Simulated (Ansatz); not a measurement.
# Static equation of state of glassy 58SiO2-11Na2O-13BaO-18CaO (mol %) (102 atoms)

Density of this cell: 3.33 g/cm³. The cell holds 102 atoms: 22 Si, 8 Na, 5 Ba, 7 Ca and 60 O. Its edges and angles: a = 10.655 Å, b = 11.553 Å, c = 11.108 Å, α = 87.2°, β = 88.0°, γ = 85.7°. The starting structure: 102 atoms (22 Si, 8 Na, 5 Ba, 7 Ca, 60 O) placed at random at 3.02 g/cm³, melted at 4000 K for 10 ps at fixed volume with the Morse and Coulomb pair potential with partial charges (Pedone, Malavasi, Menziani, Cormack and Segre, J. Phys. Chem. B 110, 11780 (2006)). Quenched from 4000 K to 300 K at 50 K/ps and fixed volume, held 10 ps at zero pressure.

Calculated with Ansatz 0.2.0: Kohn-Sham DFT, LDA, PAW (set soft_2), plane waves; cutoff 420 eV, Γ point, fixed occupations. Cell and atoms were relaxed first, to V0 = 13.345 Å³ an atom at a residual P0 = -0.006 GPa. The cell was then scaled evenly, and the atoms were relaxed at each volume.

| volume (Å³/atom) | pressure (GPa) |
| --- | --- |
| 12.010 | ? |
| 12.544 | 2.898 |
| 12.944 | 1.671 |
| 13.745 | -1.354 |
| 14.145 | -2.449 |

**Question.** Fit the third-order Birch–Murnaghan equation to the rows given and extrapolate to the withheld row.

**Working.**

Take the Eulerian strain f = ½[(V0/V)^(2/3) − 1] and the normalised pressure F = (P − P0) / [3f(1 + 2f)^(5/2)]. The third-order Birch–Murnaghan equation is then the line F = B0 + (3/2)B0(B′ − 4) f, so u = f and v = F.

```
      u = f  v = F (GPa)
  0.0210564      41.4630
  0.0102571      51.7971
-0.00975645      48.3953
 -0.0190505      47.1072
```

With n = 4: mean u = 6.2665e-4, mean v = 47.1906, Σ(u − ū)² = 0.0010051, Σ(u − ū)(v − v̄) = -0.083518. Slope b = -0.083518 / 0.0010051 = -83.093; intercept a = v̄ − b ū = 47.243.

So B0 = a = 47.2 GPa and B′ = 4 + 2b/(3a) = 2.83. At the withheld volume f = 0.03638, F = a + b f = 44.22 GPa, and P = P0 + 3f(1 + 2f)^(5/2) F.

Prediction at 12.010: 5.747 GPa. The run gave 6.085 GPa, so the fit is low by 0.34 GPa (5.5 % of the value).

The series isn't one smooth equation of state: even a line fitted to all rows, the withheld one included, misses F by up to 12.1 %, the count of bonds changes along the series and an atom moves over 0.5 Å in some relaxation. B0 and B′ are then only the numbers of this fit, not moduli of the material. Among the rows given, the largest miss of the fit is at 12.544, by 0.28 GPa (3.3 % of the range of the table).

Limits: Static cells at zero temperature; the cell shape is held. The program notes that the SCF threshold of these relaxations is loose for the stress. The quench rate of 50 K/ps is many orders above laboratory rates, so the cell is likely richer in defects and strain than a real sample. The network of bonds at the start is that of the classical potential that made the cell, and needn't be the one that DFT or experiment would give. Only the Γ point is sampled, in a cell whose shortest periodic width is 11 Å.

[Logs are printed without paths, hosts, clocks, repeated set-up lines and the standing remarks that a program may print on its own settings, such as how far it seeks lower states.]

[Hosts, paths, dates, database ids (printed as entryN), source tags and the programs' standing remarks are cut or masked in the printed files.]
